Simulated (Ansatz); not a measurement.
**YbB, from a guessed structure to a relaxed one**

Starting from a made-up structure for YbB, the aim is the relaxed cell, its shortest contacts and, where a second run follows, its electronic structure.

Method: DFT, PBE, plane-wave PAW, default files, scalar-relativistic, ferromagnetic start, cell and ions relaxed at zero pressure, in the first sound run; inputs show where later runs differ, in Ansatz 0.2.0.

## (1) Starting point

The structure is orthorhombic, space group Cmcm (No. 63). Conventional cell: a = 4.260 Å, b = 10.348 Å, c = 3.736 Å, α = 90.00°, β = 90.00°, γ = 90.00°. Nearest to Yb lie 7 B at 2.84 to 3.16 Å. Nearest to B lie 2 B at 2.65 Å and 7 Yb at 2.84 to 3.16 Å. Farther neighbours are not listed.

## (2) Relaxing cell and atoms

The guess takes its coordinates from another compound and its volume from a rule, so the cell and any free coordinates are relaxed together.

input.yaml

```yaml
crystal:
  lattice:
    - [2.13, -5.174, 0.0]
    - [2.13, 5.174, 0.0]
    - [0.0, 0.0, 3.736]
  atoms:
    - { symbol: Yb, position: [0.1344, 0.8656, 0.75], spin: 1.0 }
    - { symbol: Yb, position: [0.8656, 0.1344, 0.25], spin: 1.0 }
    - { symbol: B, position: [0.4093, 0.5907, 0.75] }
    - { symbol: B, position: [0.5907, 0.4093, 0.25] }
magnetization:
  spin_polarized: true
kpoints:
  mp_grid: { grid: [7, 7, 7] }
scf:
  occupations: { method: fermi_dirac, width: 0.05 }
hamiltonian:
  xc: pbe
  pseudopotentials: { kind: paw }
relax:
  f_tol: 0.015
  max_steps: 70
  cell: {}
output:
  forces: true
  stress: true
```

Command:

```bash
$ ansatz run input.yaml --threads 4 --pin off --max-ram 8192MiB --backend cpu --events-out ev --progress --plain --runs-dir out
```

Numbers of over 12 decimals in the logs are rounded to 6 here.

Output:

```text
Warning: where an SCF of this run starts from atoms to list the orders of its open shells, Yb (sites 0, 1, from 0) starts with 0.44 μB on its 4f shell and 0.44 μB on its 5d shell, in the place of the 1.00 μB that the deck gives it: its open shells can hold no more by Hund's first rule. To start from spheres of the given moment, type scf.initial_density.shell_occupations: []
Engine: ansatz 0.2.0, aarch64-unknown-linux-gnu
Pseudopotentials: kind: paw
Pseudopotential: Yb, paw, valence charge 24, recommended cutoff 420 eV (normal), Yb.paw.azcp
Pseudopotential: B, paw, valence charge 3, recommended cutoff 420 eV (normal), B.paw.azcp
Functional definition: PBE
  parameter kappa = 0.804
  parameter beta = 0.066725
  exchange = pbe_x(kappa = kappa, mu = beta*pi^2/3)
  correlation = pbe_c(beta = beta)
Crystal: 4 atoms, lattice volume = 82.346 Å³
Basis set: ecut = 420 eV, 1631 PW (Γ), exchange–correlation on 80×80×50 points (8 copies of the dense FFT grid, shifted against one another)
Bands: 34, of which v1, the nominal top of the filled ones, is band 27 counted from 1 (26 counted from 0)
Symmetry: 8 space group operations
Space group: Cmcm (ITA 63), of the structure as read, at distance tolerance 4.4e-5 Å
Magnetic group: BNS 63.457 (UNI 555), of the structure as read, at distance tolerance 4.4e-5 Å
k-points: 64 of 343
Non-local potential: Yb, projectors of the file, l = 0: 3, l = 1: 2, l = 2: 2, l = 3: 3
Non-local potential: B, projectors of the file, l = 0: 2, l = 1: 2, l = 2: 1
PAW form: soft (Blöchl's): semilocal exchange-correlation on the pseudo side does not see the compensation charge
PAW one-centre angular grid: Yb, 590 points (default); XC on 64 Gauss nodes
PAW one-centre angular grid: B, 110 points (default); XC on 64 Gauss nodes
Initial density: superposition of atomic densities (chi_scale 0.1, normalization cell)
Starting moments: Σ|m| = 2 μB on 2 of 4 sites
Initial wavefunctions: pseudopotential atomic-orbital guess
Functional: x = pbe(κ = 0.804, μ = 0.219515), c = pbe(β = 0.066725)
SCF iter   1: F=—  HF=-27900.478670 eV  |F-HF|=—  |Δ(HF+E_count)|=         —  Δρ=3.38e-2 (↑3.38e-2 ↓1.92e-2)  dr2=4.03e0  dr2_m=9.25e-2  M=0.938 μB ∫|m|=0.938 μB  β_m=0.30  ethr=3.10e-3  ⟨swp⟩=5.7  Hψ=17178  notcnv=0
Mixer restart at iter 1: flushing history
preconditioner: auto → Kerker (q_TF=auto, 2.543 Å⁻¹)  [metal: Δε(μ)=0.003 eV  Ē_g=9.412 eV  σ=0.050 eV  W_gap=0.01  n_scr=26 (ndim 8)  ℏωp=28.9 eV  f_vac=0.000  D(μ)=10.09/eV (n_scr^D=136)]
spin=Collinear: Kerker preconditioning applied to the charge; magnetization (m = ρ↑ − ρ↓) channel mixes plain (no charge-response kernel on spin).
SCF iter   2: F=—  HF=-27900.157919 eV  |F-HF|=—  |Δ(HF+E_count)|=   3.21e-1  Δρ=2.16e-2 (↑2.16e-2 ↓1.34e-2)  dr2=1.79e0  dr2_m=6.86e-2  M=0.877 μB ∫|m|=0.877 μB  β_m=0.46  ethr=3.10e-3  ⟨swp⟩=3.0  Hψ=8484  notcnv=0  defer=151
SCF iter   3: F=—  HF=-27899.892946 eV  |F-HF|=—  |Δ(HF+E_count)|=   2.65e-1  Δρ=1.50e-2 (↑1.50e-2 ↓8.27e-3)  dr2=6.93e-1  dr2_m=1.47e-2  M=0.786 μB ∫|m|=0.786 μB  β_m=0.42  ethr=3.10e-3  ⟨swp⟩=3.0  Hψ=8814  notcnv=0  defer=143
SCF iter   4: F=—  HF=-27899.715099 eV  |F-HF|=—  |Δ(HF+E_count)|=   1.78e-1  Δρ=6.27e-3 (↑4.50e-3 ↓6.27e-3)  dr2=4.44e-2  dr2_m=1.02e-2  M=0.619 μB ∫|m|=0.619 μB  β_m=0.71  ethr=1.28e-3  ⟨swp⟩=3.2  Hψ=8438  notcnv=0  defer=143
SCF iter   5: F=—  HF=-27899.741787 eV  |F-HF|=—  |Δ(HF+E_count)|=   2.67e-2  Δρ=6.26e-3 (↑1.08e-3 ↓6.26e-3)  dr2=2.55e-2  dr2_m=7.45e-3  M=0.453 μB ∫|m|=0.453 μB  β_m=0.85  ethr=8.22e-5  ⟨swp⟩=2.7  Hψ=9691  notcnv=0  defer=137
SCF iter   6: F=—  HF=-27899.759319 eV  |F-HF|=—  |Δ(HF+E_count)|=   1.75e-2  Δρ=3.84e-3 (↑2.55e-3 ↓3.84e-3)  dr2=7.91e-3  dr2_m=7.20e-3  M=0.285 μB ∫|m|=0.285 μB  β_m=0.88  ethr=4.71e-5  ⟨swp⟩=2.9  Hψ=8867  notcnv=0  defer=137
SCF iter   7: F=—  HF=-27899.761292 eV  |F-HF|=—  |Δ(HF+E_count)|=   1.97e-3  Δρ=2.66e-3 (↑2.66e-3 ↓1.06e-3)  dr2=4.05e-3  dr2_m=1.85e-3  M=0.178 μB ∫|m|=0.178 μB  β_m=0.94  ethr=1.47e-5  ⟨swp⟩=2.2  Hψ=9611  notcnv=0  defer=137
SCF iter   8: F=—  HF=-27899.761829 eV  |F-HF|=—  |Δ(HF+E_count)|=   5.38e-4  Δρ=1.52e-3 (↑1.52e-3 ↓9.65e-4)  dr2=3.29e-4  dr2_m=1.13e-3  M=0.162 μB ∫|m|=0.162 μB  β_m=0.68  ethr=7.49e-6  ⟨swp⟩=2.6  Hψ=6987  notcnv=0  defer=136
SCF iter   9: F=—  HF=-27899.761314 eV  |F-HF|=—  |Δ(HF+E_count)|=   5.15e-4  Δρ=5.26e-4 (↑4.32e-4 ↓5.26e-4)  dr2=7.65e-4  dr2_m=1.10e-5  M=0.056 μB ∫|m|=0.056 μB  β_m=0.91  ethr=6.09e-7  ⟨swp⟩=2.5  Hψ=9258  notcnv=0  defer=137
SCF iter  10: F=—  HF=-27899.761819 eV  |F-HF|=—  |Δ(HF+E_count)|=   5.05e-4  Δρ=1.47e-4 (↑1.47e-4 ↓8.44e-5)  dr2=3.12e-5  dr2_m=6.38e-6  M=0.042 μB ∫|m|=0.042 μB  β_m=0.96  ethr=6.09e-7  ⟨swp⟩=2.3  Hψ=8437  notcnv=0  defer=136
SCF iter  11: F=—  HF=-27899.761857 eV  |F-HF|=—  |Δ(HF+E_count)|=   3.81e-5  Δρ=1.61e-4 (↑1.61e-4 ↓7.87e-5)  dr2=1.10e-5  dr2_m=9.99e-6  M=0.021 μB ∫|m|=0.021 μB  β_m=0.98  ethr=5.78e-8  ⟨swp⟩=2.0  Hψ=7508  notcnv=0  defer=136
SCF iter  12: F=—  HF=-27899.761867 eV  |F-HF|=—  |Δ(HF+E_count)|=   1.02e-5  Δρ=7.29e-5 (↑7.29e-5 ↓4.98e-5)  dr2=1.07e-6  dr2_m=2.62e-6  M=-0.009 μB ∫|m|=0.009 μB  β_m=0.99  ethr=2.04e-8  ⟨swp⟩=2.8  Hψ=8808  notcnv=0  defer=136
SCF iter  13: F=—  HF=-27899.761867 eV  |F-HF|=—  |Δ(HF+E_count)|=   1.56e-7  Δρ=4.41e-5 (↑4.41e-5 ↓3.37e-5)  dr2=1.08e-7  dr2_m=1.13e-6  M=-0.006 μB ∫|m|=0.006 μB  β_m=0.95  ethr=1.98e-9  ⟨swp⟩=2.0  Hψ=7796  notcnv=0  defer=136
SCF iter  14: F=—  HF=-27899.761867 eV  |F-HF|=—  |Δ(HF+E_count)|=   1.22e-7  Δρ=1.66e-5 (↑1.66e-5 ↓1.14e-5)  dr2=2.68e-8  dr2_m=1.46e-7  M=-0.002 μB ∫|m|=0.002 μB  β_m=0.98  ethr=1.99e-10  ⟨swp⟩=2.4  Hψ=8725  notcnv=0  defer=136
SCF iter  15: F=—  HF=-27899.761867 eV  |F-HF|=—  |Δ(HF+E_count)|=   5.68e-8  Δρ=3.24e-6 (↑3.24e-6 ↓1.30e-6)  dr2=1.53e-8  dr2_m=1.03e-9  M=-0.000 μB ∫|m|=0.000 μB  β_m=0.85  ethr=4.96e-11  ⟨swp⟩=2.4  Hψ=8691  notcnv=0  defer=136
SCF iter  16: F=—  HF=-27899.761867 eV  |F-HF|=—  |Δ(HF+E_count)|=   7.35e-9  Δρ=8.34e-7 (↑8.34e-7 ↓4.10e-7)  dr2=1.69e-9  dr2_m=6.53e-11  M=-0.000 μB ∫|m|=0.000 μB  β_m=0.92  ethr=2.84e-11  ⟨swp⟩=2.0  Hψ=7737  notcnv=0  defer=136
SCF iter  17: F=-27899.761867 eV  HF=-27899.761868 eV  |F-HF|=8.67e-8  |Δ(HF+E_count)|=   6.66e-9  Δρ=4.69e-6 (↑4.69e-6 ↓4.26e-6)  dr2=6.43e-8  dr2_m=3.95e-11  M=-0.000 μB ∫|m|=0.000 μB  ethr=3.13e-12  ⟨swp⟩=2.4  Hψ=14638  notcnv=0
[...]
relax step  12: F+E_penalty+E_count = -27902.86310929 eV  Δ(F+E_penalty+E_count) = -2.999e-3 eV  max|allowed force component| = 6.352e-3 eV/Å  Δτ_max = 0.0059 Å  P = -0.064 GPa  Ω = 71.246 Å³  energy of the carried Pulay correction = +4.753e-3 eV  (8 SCF iters, dr2 threshold 4.00e-7 eV, accepted)
relax step  13: F+E_penalty+E_count = -27902.86316152 eV  Δ(F+E_penalty+E_count) = -5.223e-5 eV  max|allowed force component| = 1.192e-3 eV/Å  Δτ_max = 0.0007 Å  P = -0.007 GPa  Ω = 71.179 Å³  energy of the carried Pulay correction = +4.784e-3 eV  (7 SCF iters, dr2 threshold 1.31e-8 eV, accepted)
relax step  14: F+E_penalty+E_count = -27902.89281521 eV  Δ(F+E_penalty+E_count) = -2.965e-2 eV  max|allowed force component| = 2.747e-3 eV/Å  Δτ_max = 0.0000 Å  P = +0.476 GPa  Ω = 71.179 Å³  stress off target by 1.49e0 GPa  SCF on the basis re-selected at this cell (its energy is not comparable with the rows above)  (11 SCF iters)
relax step  15: F+E_penalty+E_count = -27902.89830592 eV  Δ(F+E_penalty+E_count) = -5.491e-3 eV  max|allowed force component| = 5.291e-3 eV/Å  Δτ_max = 0.0074 Å  P = +0.156 GPa  Ω = 71.825 Å³  energy of the carried Pulay correction = -3.515e-4 eV  (9 SCF iters, dr2 threshold 4.00e-7 eV, accepted)
relax step  16: F+E_penalty+E_count = -27902.89882349 eV  Δ(F+E_penalty+E_count) = -5.176e-4 eV  max|allowed force component| = 2.166e-3 eV/Å  Δτ_max = 0.0037 Å  P = +0.011 GPa  Ω = 72.108 Å³  energy of the carried Pulay correction = -5.077e-4 eV  (8 SCF iters, dr2 threshold 4.00e-7 eV, accepted)
relax step  17: F+E_penalty+E_count = -27902.89939628 eV  Δ(F+E_penalty+E_count) = -5.728e-4 eV  max|allowed force component| = 2.173e-3 eV/Å  Δτ_max = 0.0000 Å  P = +0.019 GPa  Ω = 72.108 Å³  stress off target by 5.85e-2 GPa  SCF on the basis re-selected at this cell (its energy is not comparable with the rows above)  (9 SCF iters)
relax step  18: F+E_penalty+E_count = -27902.89938829 eV  Δ(F+E_penalty+E_count) = +7.993e-6 eV  max|allowed force component| = 2.070e-3 eV/Å  Δτ_max = 0.0004 Å  P = +0.010 GPa  Ω = 72.135 Å³  energy of the carried Pulay correction = -1.346e-5 eV  (7 SCF iters, dr2 threshold 8.54e-9 eV, accepted)
iter 1 solved again at ethr=7.26e-8 eV; its pass at ethr=3.10e-3 eV (dr2=3.92e-5 eV) is discarded
SCF iter   1: F=—  HF=-27902.899400 eV  |F-HF|=—  |Δ(HF+E_count)|=         —  Δρ=7.67e-7 (↑7.67e-7 ↓7.51e-7)  dr2=3.18e-10  dr2_m=2.22e-12  M=-0.000 μB ∫|m|=0.000 μB  β_m=0.65  ethr=7.26e-8  ⟨swp⟩=4.9  Hψ=34884  notcnv=0
eigensolver tolerance schedule: the retry pair's looser diagonalisation over-reported the residual by 123172.65 of it (diagonalisation noise at an unbounded share of the residual, at the tolerance the schedule requests for it); recorded, not acted on — ethr = c·dr2/N_el stays at c = 1.0e-1
spin=Collinear: Kerker preconditioning applied to the charge; magnetization (m = ρ↑ − ρ↓) channel mixes plain (no charge-response kernel on spin).
SCF iter   2: F=—  HF=-27902.899400 eV  |F-HF|=—  |Δ(HF+E_count)|=   4.02e-7  Δρ=6.07e-7 (↑6.07e-7 ↓5.55e-7)  dr2=5.59e-10  dr2_m=1.01e-12  M=-0.000 μB ∫|m|=0.000 μB  β_m=0.30  ethr=1.00e-12  ⟨swp⟩=4.9  Hψ=14550  notcnv=0
SCF iter   3: F=—  HF=-27902.899400 eV  |F-HF|=—  |Δ(HF+E_count)|=  4.00e-11  Δρ=4.11e-7 (↑4.11e-7 ↓3.73e-7)  dr2=1.96e-10  dr2_m=8.21e-13  M=-0.000 μB ∫|m|=0.000 μB  β_m=0.65  ethr=1.00e-12  ⟨swp⟩=2.0  Hψ=5992  notcnv=0
SCF iter   4: F=—  HF=-27902.899400 eV  |F-HF|=—  |Δ(HF+E_count)|=  2.33e-10  Δρ=2.71e-7 (↑2.71e-7 ↓2.46e-7)  dr2=1.40e-10  dr2_m=2.09e-13  M=-0.000 μB ∫|m|=0.000 μB  β_m=0.63  ethr=1.00e-12  ⟨swp⟩=2.0  Hψ=6034  notcnv=0
SCF iter   5: F=—  HF=-27902.899400 eV  |F-HF|=—  |Δ(HF+E_count)|=    0.00e0  Δρ=6.53e-8 (↑5.98e-8 ↓6.53e-8)  dr2=5.30e-12  dr2_m=1.91e-14  M=-0.000 μB ∫|m|=0.000 μB  β_m=0.81  ethr=1.00e-12  ⟨swp⟩=2.1  Hψ=7414  notcnv=0
SCF iter   6: F=—  HF=-27902.899400 eV  |F-HF|=—  |Δ(HF+E_count)|=    0.00e0  Δρ=2.28e-8 (↑1.88e-8 ↓2.28e-8)  dr2=1.09e-12  dr2_m=6.11e-15  M=-0.000 μB ∫|m|=0.000 μB  β_m=0.91  ethr=1.00e-12  ⟨swp⟩=1.0  Hψ=4352  notcnv=0
SCF iter   7: F=-27902.899400 eV  HF=-27902.899400 eV  |F-HF|=4.00e-11  |Δ(HF+E_count)|=  1.09e-11  Δρ=1.02e-7 (↑1.01e-7 ↓1.02e-7)  dr2=2.74e-11  dr2_m=2.60e-16  M=-0.000 μB ∫|m|=0.000 μB  ethr=1.00e-12  ⟨swp⟩=3.3  Hψ=15625  notcnv=0
the starting moments were not kept: the SCF closed with an absolute magnetisation of 5.8e-8 μB, where they sum to 2 μB in size (2 sites). That is at most 0.1 of that sum. Measured as dr2_m measures the in/out step, that magnetisation stands 7.4e-16 eV from none, at or under the dr2_threshold of 4.0e-11 eV: it is no larger than a step whose dr2_m would equal this threshold.
SCF 19 converged in 7 iterations: F = -27902.899400 eV  dr2 = 2.74e-11
relax step  19: F+E_penalty+E_count = -27902.89940025 eV  Δ(F+E_penalty+E_count) = -1.196e-5 eV  max|allowed force component| = 2.074e-3 eV/Å  Δτ_max = 0.0000 Å  P = +0.010 GPa  Ω = 72.135 Å³  stress off target by 4.71e-2 GPa  SCF on the basis re-selected at this cell (its energy is not comparable with the rows above)  (7 SCF iters)
basis re-selected at this cell: Δ(F+E_penalty+E_count) = -1.196e-5 eV, ΔP = +0.000 GPa vs the last step (what re-selecting the basis moved, of the pressure what is left beyond the Pulay correction that the steps carried, after the strain that the cell walked since its last selection, with what the two solves' SCF thresholds leave and, on support functions, any second-order correction that the steps lacked; it is no m [...]
SCF converged after 7 iterations
Magnetization: -0.0000 μB (27.0000 up, 27.0000 down)
Absolute magnetization: 0.0000 μB (∫|ρ↑−ρ↓|, with the PAW one-centre terms)
Spin contamination: 0.0000 ħ² per cell (⟨S²⟩ above its minimum at these occupations)
Per-site moments (μB) at R_I (Å): [(-1.126508662778518e-8, 1.076155), (-1.126508633892008e-8, 1.076155), (-1.9454394022215782e-10, 0.683146), (-1.9454397114934628e-10, 0.683146)]
Free energy (F): -27902.899400 eV
Harris-Foulkes:  -27902.899400 eV  (|F-HF|=4.00e-11)
Internal energy: -27902.856386 eV  (E = F + TS)
E sigma→0 (E₀):  -27902.877893 eV
Entropy (-TS):   -0.043015 eV (-10.754 meV/atom)
Fermi energy:    12.284899 eV
--- Per-component energies (eV) ---
  E_band       = 124.575494
  E_kinetic    = 817.002940
  E_local      = -12148.513223  (includes V_loc(G=0)·N_el)
  E_nonlocal   = 1099.908260
  E_hartree    = 5298.740440
  E_xc         = -396.217972
  E_vxc        = -490.034980  (∫ρ·V_xc dr)
  E_paw        = -14852.054348  (= ΣΔE_a)
  E_vpaw       = 248.730864  (= ΣTr[D̂ρ^β])
  E_aug_tail   = -0.000001  (compensation charges beyond the density's cutoff)
  E_ewald      = -7721.722483
  E_smearing   = -0.043015  (= −TS)
  E_closure    = -0.000000  (closes the sum)
  Σ components = -27902.899400   (vs F -27902.899400, Δ=0.00e0)
--- Forces (eV/Å), atoms counted from 1 ---
  atom   1  Yb     0.00000000     0.00058679     0.00000000
  atom   2  Yb     0.00000000    -0.00058679     0.00000000
  atom   3  B      0.00000000    -0.00207378     0.00000000
  atom   4  B      0.00000000     0.00207378     0.00000000
  max |Σ_I F_I| component: 0.00e0 eV/Å
--- Stress (GPa, compression-positive) ---
       -0.010673       0.000000       0.000000
        0.000000      -0.006615       0.000000
        0.000000       0.000000       0.047144
  P = ⅓ Tr σ = 0.0100 GPa (0.100 kbar)
--- Relaxed structure (16 steps of the walk, 16 accepted, 3 SCFs on fresh bases) ---
  F+E_penalty+E_count = -27902.89940025 eV   max|allowed force component| = 2.074e-3 eV/Å   (the final SCF, on the basis selected at the relaxed cell)
  cell:  # Å, volume = 72.1353 Å³
    - [1.759391, -6.474690, 0.0]
    - [1.759391, 6.474690, 0.0]
    - [0.0, 0.0, 3.166186]
  atoms:
    - { symbol: Yb, position: [0.129979, 0.870021, 0.750000] }
    - { symbol: Yb, position: [0.870021, 0.129979, 0.25] }
    - { symbol: B, position: [0.481222, 0.518778, 0.750000] }
    - { symbol: B, position: [0.518778, 0.481222, 0.25] }
```

The job ended after 4.4 min (4 threads of Arm Neoverse N1, shared host; peak memory 0.59 GiB; 17 min of CPU time).

Relaxation path:

```
step  energy less that of the first step (eV)  largest force component (eV/Å)  pressure (GPa)  volume (Å³)
   1                                   0.0000                          1.4044          -11.03        82.35
   2                                  -1.1300                          1.7442           -8.79        73.71
   3                                  -1.9419                          1.2703           -5.98        69.17
   4                                  -2.4060                          0.2901           -1.28        64.79
   5                                  -2.5514                          0.3256            1.78        63.42
   6                                  -2.6257                          0.2367            2.51        64.15
   7                                  -2.7458                          0.1588            1.29        66.37
   8                                  -2.8837                          0.0393            1.03        68.05
   9                                  -3.0012                          0.1336            0.84        69.00
  10                                  -3.0812                          0.0722            0.84        70.32
  11                                  -3.0982                          0.0279           -0.52        71.86
  12                                  -3.1012                          0.0064           -0.06        71.25
  13                                  -3.1013                          0.0012           -0.01        71.18
 14*                                  -3.1309                          0.0027            0.48        71.18
  15                                  -3.1364                          0.0053            0.16        71.83
  16                                  -3.1370                          0.0022            0.01        72.11
 17*                                  -3.1375                          0.0022            0.02        72.11
  18                                  -3.1375                          0.0021            0.01        72.14
 19*                                  -3.1375                          0.0021            0.01        72.14
```

Relaxation steps marked * repeat the geometry before them on a plane-wave basis chosen anew for their cell, so energy and pressure can jump there.

Forces are held to the 8 operations that the run works with; a distortion that breaks them can't arise in this run.

```
     cell as run  before   after   change
           a (Å)   5.595   6.709  +19.9 %
           b (Å)   5.595   6.709  +19.9 %
           c (Å)   3.736   3.166  -15.3 %
           γ (°)  135.25  149.60  +10.6 %
volume (Å³/atom)   20.59   18.03  -12.4 %
```

The atoms that moved most (Å, as changes of fractional coordinates times the final cell):

```
atom     dx      dy     dz  length
  B4  0.000   0.931  0.000   0.931
  B3  0.000  -0.931  0.000   0.931
 Yb2  0.000  -0.057  0.000   0.057
 Yb1  0.000   0.057  0.000   0.057
```

This step gave:

- free energy: -27902.8994 eV
- energy at zero smearing: -27902.8779 eV
- smearing term TS: 0.04301 eV
- Fermi energy: 12.28 eV
- electrons: 54
- symmetry operations: 8
- pressure: 0.009952 GPa

Shortest distances by pair of elements, guess and relaxed (not always the same contact):

```
 pair  guess (Å)  relaxed (Å)
  B–B      2.648        1.656
 B–Yb      2.845        2.609
Yb–Yb      3.351        3.166
```

The relaxation ends with a largest force component of 0.0021 eV/Å and a pressure of 0.01 GPa. The starting moments have collapsed: the run ends non-magnetic.

(Continued in part 2 of 2.)

[Logs are printed without paths, hosts, clocks, repeated set-up lines and the standing remarks that a program may print on its own settings, such as how far it seeks lower states.]

[Hosts, paths, dates, database ids (printed as entryN), source tags and the programs' standing remarks are cut or masked in the printed files.]
